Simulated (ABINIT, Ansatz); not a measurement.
# In2O3 (R-3c): one start, several treatments of the self-energy, part 2 of 2

Wanted: the gap of In2O3 (R-3c) under several approximations, with cost.

ABINIT 10.8.3; LDA and many-body steps on it, plane waves. Known limits of the many-body steps: not at the basis limit; no spin-orbit coupling.

So far. Step 4 (G0W0, Godby-Needs plasmon pole): The gap on the mesh goes from 1.20 eV to 2.67 eV, a correction of +1.47 eV. Step 5 (G0W0, von der Linden-Horsch plasmon pole): Against G0W0 in ABINIT (4×4×4 mesh, 128 bands, screening to 98 eV, Godby-Needs plasmon pole), the gap moves by −0.080 eV.

## (6) G0W0, Engel-Farid plasmon pole

Level of this step: G0W0 on LDA, plane waves, norm-conserving pseudopotentials (ABINIT).

run.abi

```
acell 3*1.0 Angstrom
rprim 
  2.743499999981 1.583960463511 4.836666666700
  -2.743499999981 1.583960463511 4.836666666700
  -0.000000000000 -3.167920927022 4.836666666700
ntypat 2
znucl 49 8
natom 10
typat 1 1 1 1 2 2 2 2 2 2
xred 
  0.357310000000 0.357310000000 0.357310000000
  0.142690000000 0.142690000000 0.142690000000
  0.642690000000 0.642690000000 0.642690000000
  0.857310000000 0.857310000000 0.857310000000
  0.548000000000 0.952000000000 0.250000000000
  0.250000000000 0.548000000000 0.952000000000
  0.952000000000 0.250000000000 0.548000000000
  0.452000000000 0.048000000000 0.750000000000
  0.750000000000 0.452000000000 0.048000000000
  0.048000000000 0.750000000000 0.452000000000
pp_dirpath "pseudos"
pseudos "In.upf, O.upf"
ecut 42
ngkpt 4 4 4
nshiftk 1
shiftk 0 0 0
kptopt 1
chksymbreak 0
istwfk *1
occopt 1
irdwfk 1
optdriver 4
nband 128
gwcalctyp 0
ecutsigx 42
symsigma 1
nkptgw 2
kptgw 
  0.2500000000 0.0000000000 0.0000000000
  0.0000000000 0.0000000000 0.0000000000
bdgw 
  59 62
  59 62
ecuteps 3.6
irdscr 1
ppmodel 4
indata_prefix "in"
outdata_prefix "out"
tmpdata_prefix "tmp"
```

On the command line:

```sh
$ OMP_NUM_THREADS=1 mpirun -n 4 abinit run.abi > log
```

Numbers of over 12 decimals in the logs are rounded to 6 here.

Log:

```text
.Version 10.8.3 of ABINIT. v10.8.2 released Aug 2026.

 Symmetries : space group R-3 c (#167); Bravais hR (rhombohedral)
[... echo of the input left out ...]
== DATASET  1 ==================================================================
-   mpi_nproc: 4, omp_nthreads: 1 (-1 if OMP is not activated)

--- !DatasetInfo
iteration_state: {dtset: 1, }
dimensions: {natom: 10, nkpt: 13, mband: 128, nsppol: 1, nspinor: 1, nspden: 1, mpw: 11092, }
cutoff_energies: {ecut:  42.0, pawecutdg:  -1.0, }
[...]
Band     E0 <VxcDFT>   SigX SigC(E0)      Z dSigC/dE  Sig(E)    E-E0       E
[...]
61   6.363 -15.066 -11.194  -2.394   0.863  -0.159 -13.791   1.275   7.638
       62  10.594 -13.715  -8.361  -3.330   0.863  -0.159 -11.969   1.746  12.339

== END DATASET(S) ==============================================================
================================================================================

 -outvars: echo values of variables after computation  --------
           etotal      0.0000000000E+00
            nband         128
             nkpt          13
          spgroup         167
 [... the other variables as echoed above ...]

 Calculation completed.
```

It took 35 s on 4 MPI ranks of Arm Neoverse V1, shared host; peak memory 4.4 GiB; 2.3 min of CPU time.

This step gave:

```yaml
g0w0_gap_on_the_points_computed: 2.588 eV
starting_gap_on_the_mesh: 1.199 eV
k_of_the_valence_top: 0.25, 0, 0
k_of_the_conduction_bottom: 0, 0, 0
least_direct_g0w0_gap_on_the_computed_points: 2.597 eV
```

Against G0W0 in ABINIT (4×4×4 mesh, 128 bands, screening to 98 eV, Godby-Needs plasmon pole), the gap moves by −0.086 eV.

## (7) One-shot Hartree-Fock

This step: one-shot Hartree-Fock on LDA, plane waves, norm-conserving pseudopotentials.

Edit run.abi of step 6 so:

```diff
@@ -32,4 +32,4 @@
 optdriver 4
-nband 128
-gwcalctyp 0
+nband 64
+gwcalctyp 5
 ecutsigx 42
@@ -43,5 +43,4 @@
   59 62
-ecuteps 3.6
-irdscr 1
-ppmodel 4
+ixc_sigma 40
+fftgw 31
 indata_prefix "in"
```

Log:

```text
.Version 10.8.3 of ABINIT. v10.8.2 released Aug 2026.

 Symmetries : space group R-3 c (#167); Bravais hR (rhombohedral)
[... echo of the input left out ...]
== DATASET  1 ==================================================================
-   mpi_nproc: 4, omp_nthreads: 1 (-1 if OMP is not activated)

--- !DatasetInfo
iteration_state: {dtset: 1, }
dimensions: {natom: 10, nkpt: 13, mband: 64, nsppol: 1, nspinor: 1, nspden: 1, mpw: 11092, }
cutoff_energies: {ecut:  42.0, pawecutdg:  -1.0, }
[...]
Band     E0 <VxcDFT>   SigX SigC(E0)      Z dSigC/dE  Sig(E)    E-E0       E
[...]
61   6.363 -15.066 -11.194   0.000   1.000   0.000 -11.194   3.872  10.235
       62  10.594 -13.715  -8.361   0.000   1.000   0.000  -8.361   5.354  15.947

== END DATASET(S) ==============================================================
================================================================================

 -outvars: echo values of variables after computation  --------
           etotal      0.0000000000E+00
            nband          64
             nkpt          13
          spgroup         167
 [... the other variables as echoed above ...]

 Calculation completed.
```

Elapsed: 15 s, on 4 MPI ranks; peak memory 4 GiB.

This step gave:

```
quasiparticle gap on the points computed              : 10.18 eV
starting gap on the mesh                              : 1.199 eV
k of the valence top                                  : 0, 0, 0
k of the conduction bottom                            : 0, 0, 0
least direct quasiparticle gap on the computed points : 10.18 eV
```

Against G0W0 in ABINIT (4×4×4 mesh, 128 bands, screening to 98 eV, Godby-Needs plasmon pole), the gap moves by +7.505 eV.

## (8) The runs together

Times are wall times on 4 MPI ranks of Arm Neoverse V1, shared host, good to a factor of about two. A run's time includes the screening step that it read.

```tsv
run	mesh	bands	screening cutoff (eV)	DFT gap (eV)	gap on the mesh (eV)	direct (eV)	ε∞ used	time
G0W0, Godby-Needs plasmon pole	4×4×4	128	98	1.199	2.674	2.700	5.06	26 min
G0W0, von der Linden-Horsch plasmon pole	4×4×4	128	98	1.199	2.594	2.594	5.06	25 min
G0W0, Engel-Farid plasmon pole	4×4×4	128	98	1.199	2.588	2.597	5.06	25 min
one-shot Hartree-Fock	4×4×4	-	-	1.199	10.179	10.179	-	15 s
```

## (9) Results

- G0W0, Godby-Needs plasmon pole: 2.674 eV
- G0W0, von der Linden-Horsch plasmon pole: 2.594 eV
- G0W0, Engel-Farid plasmon pole: 2.588 eV
- one-shot Hartree-Fock: 10.179 eV
- known limits: not at the basis limit; no spin-orbit coupling

G0W0, von der Linden-Horsch plasmon pole: −0.080 eV against G0W0, Godby-Needs plasmon pole. G0W0, Engel-Farid plasmon pole: −0.086 eV against G0W0, Godby-Needs plasmon pole. One-shot Hartree-Fock: +7.505 eV against G0W0, Godby-Needs plasmon pole. Bare exchange alone opens the gap to 10.18 eV; against G0W0, correlation takes back 7.51 eV. Against experiment, by G0W0, Godby-Needs plasmon pole: the gap of 2.67 eV lies −0.41 eV from the measured 3.08 eV (optical, 2024). An exciton line or allowed optical edge lies below the quasiparticle gap by the binding energy; a forbidden edge can push the onset above it. These are gaps on the mesh, at modest bands and cutoff. The calculation has static nuclei and no excitons; a measured gap holds zero-point and thermal motion, which mostly lowers it. Against the values above the computed gap that would widen the miss. An edge that is forbidden or weak in absorption could explain it, and so could too strong a screening: the start's gap is only 1.20 eV, and one shot does not repair that. Bands and cutoff are finite, so the gap is not at the basis limit. The miss can reach some tenths of an eV and take either sign; the mesh is an error of its own. In the G0W0 runs levels were corrected at 2 k points alone, so a gap called «on the mesh» is the least over those, and an edge elsewhere would be missed. The many-body steps are scalar-relativistic: spin-orbit coupling is not in them.

[Paths, hosts, dates, memory and timing lines, banners, echoed tables and standing remarks are left out of the program output.]

[Logs are printed without paths, hosts, clocks, repeated set-up lines and the standing remarks that a program may print on its own settings, such as how far it seeks lower states.]

[Runs of the session that timed out or met a known fault of the program may be left out.]

[Hosts, paths, dates, database ids (printed as entryN), source tags and the programs' standing remarks are cut or masked in the printed files.]

[G0W0 gaps are taken among the corrected bands and points alone; a level outside them can change the order at an edge.]

[Where Ansatz stands beside ABINIT at settings called matched, ABINIT's density can come from a denser mesh and the files from another edition; pairs whose starting gaps differed by over 0.03 eV were left out, so agreement reads better than it is.]
